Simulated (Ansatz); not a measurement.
# Is the response still linear at 0.25 V/Å? puckered SnSe 3 layers, AB

The dipole of a slab grows in proportion to a weak field along its normal. Does the weak-field slope carry to a strong field?

**Method.** Ansatz 0.2.0, plane waves with PAW datasets (its set soft_2), PBE-D3(BJ); atoms held at their relaxed places, 18 Å of vacuum, dipole correction, cell area 18.24 Å², 10×10 k-points, smearing 0.05 eV. Without field the slab has a gap of 0.65 eV.

```tsv
run	field (V/Å)	dipole (e·Å)
run 1	−0.03	−0.04967
run 2	0.00	0.00000
run 3	0.03	0.04967
run 4	0.25	?
```

Q: Estimate the withheld value from the rows shown.

A least-squares line through the 3 rows shown has slope 1.655667 and intercept 0.000000; no row lies more than 0.00001 e·Å off it. A perfect conductor with that slope would be 180.95 × 1.65567 / 18.24 = 16.43 Å thick. At 0.25 it gives 1.655667 × 0.25 + 0.000000 = 0.41392 e·Å, beyond the rows fitted. Rounding and scatter of the rows alone allow about ±0.00004 e·Å there.

The run itself gives 0.41399 e·Å: a miss of +0.00007 e·Å. That is under 1 % of the induced dipole, so the response is still linear.

Caveats: Ions are held, so this is the electronic response. Of the series that stay linear within 1 %, this collection keeps about one in seven, and it keeps all that bend.

[Logs are printed without paths, hosts, clocks, repeated set-up lines and the standing remarks that a program may print on its own settings, such as how far it seeks lower states.]
